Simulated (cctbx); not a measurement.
**Diagnosing a refinement**

Cell a = 8.5870 Å, b = 8.5870 Å, c = 12.3260 Å, α = 90.00°, β = 90.00°, γ = 120.00°; space group R-3m (no. 166). The compound is Nd2Fe15Pt2.

Simulated single-crystal data (cctbx): Mo Kα, λ = 0.71073 Å, to d = 0.65 Å, 70 % of the full sphere, strongest reflection 40000 counts, noise from counting, a 2 % proportional error and a noise floor of 8 counts (s.d.); no absorption.

An anisotropic refinement with weights 1/σ² prints:

```text
Rint 0.021, 394 unique reflections to 0.65 A
cycle     R1     wR2    GooF  max shift (A)
   1  0.0430  0.1020   7.093   0.00172
   2  0.0127  0.0317   2.205   0.00001
final R1 0.0127 wR2 0.0317 GooF 2.205  parameters 21  data/parameter 18.8
atom        x        y        z      Ueq    occ   su(xyz)  su(Uiso or U11)
Pt1    0.33333  0.66667  0.75589   0.0053  1.000  0.00002  0.0001
Nd1    0.33333  0.66667  0.00875   0.0123  1.000  0.00003  0.0001
Fe1    0.99525  0.49763  0.16003   0.0062  1.000  0.00008  0.0002
Fe2    0.37318  0.33333  0.33333   0.0138  1.000  0.00008  0.0002
Fe3    0.33333  0.16667  0.16667   0.0106  1.000  0.00000  0.0004
difference map: max 1.70 min -2.76 rms 0.26
Q1    0.0000  0.0000  0.3453    6    1.71  0.04 A from Nd1
Q2    0.0000  0.0000  0.4605    6    1.70  1.46 A from Nd1
Q3    0.0049  0.5025  0.4138   18    1.19  1.06 A from Fe3
Q4    0.0033  0.5016  0.0957   18    1.03  0.79 A from Fe1
Q5    0.0000  0.0000  0.1507    6    1.00  0.76 A from Pt1
Q6    0.0201  0.5101  0.8150   18    0.98  0.33 A from Fe1
```

**Question.** Can this result stand? If not, what is the likely fault?

Mend it. The fault: dispersion terms of the wrong wavelength (1.54184 Å). Against the right model at the same level, R1 goes from 0.0062 to 0.0127 and GooF from 0.93 to 2.21, the top difference peak, 1.7 e/Å³, lies on Nd1 and a hole of -2.8 e/Å³ opens. f′ and f″ must be those of the data's wavelength; the error mimics a mistyped heavy atom. The signs are weak, and the output alone doesn't single this fault out.

The compound is Nd2Fe15Pt2. The right model at the same level gives:

```text
Rint 0.021, 394 unique reflections to 0.65 A
cycle     R1     wR2    GooF  max shift (A)
   1  0.0375  0.0910   6.322   0.00169
   2  0.0062  0.0134   0.930   0.00000
final R1 0.0062 wR2 0.0134 GooF 0.930  parameters 21  data/parameter 18.8
atom        x        y        z      Ueq    occ   su(xyz)  su(Uiso or U11)
Pt1    0.33333  0.66667  0.75590   0.0063  1.000  0.00001  0.0000
Nd1    0.33333  0.66667  0.00870   0.0117  1.000  0.00001  0.0000
Fe1    0.99531  0.49766  0.16001   0.0071  1.000  0.00003  0.0001
Fe2    0.37322  0.33333  0.33333   0.0156  1.000  0.00003  0.0001
Fe3    0.33333  0.16667  0.16667   0.0121  1.000  0.00000  0.0002
difference map: max 0.53 min -0.89 rms 0.12
Q1    0.0000  0.0000  0.3566    6    0.55  0.18 A from Nd1
Q2    0.0510  0.2899  0.3117   36    0.47  1.05 A from Fe2
Q3    0.0931  0.5466  0.4937   18    0.45  0.70 A from Fe3
Q4    0.1136  0.2272  0.3907   18    0.40  1.51 A from Fe1
Q5    0.0254  0.2408  0.0542   36    0.37  0.89 A from Fe2
Q6    0.0000  0.0000  0.2113    6    0.36  1.51 A from Pt1
```

Isotropic U is held between 0.0001 and 1 Å² by the program, and listed peak heights are interpolated, so they can pass the grid's maximum.

The model is made up (kin elements in a known structure type, no relaxation), so it says nothing on whether the phase exists.

[Middle refinement cycles are left out of these outputs.]

[Logs are printed without paths, hosts, clocks, repeated set-up lines and the standing remarks that a program may print on its own settings, such as how far it seeks lower states.]
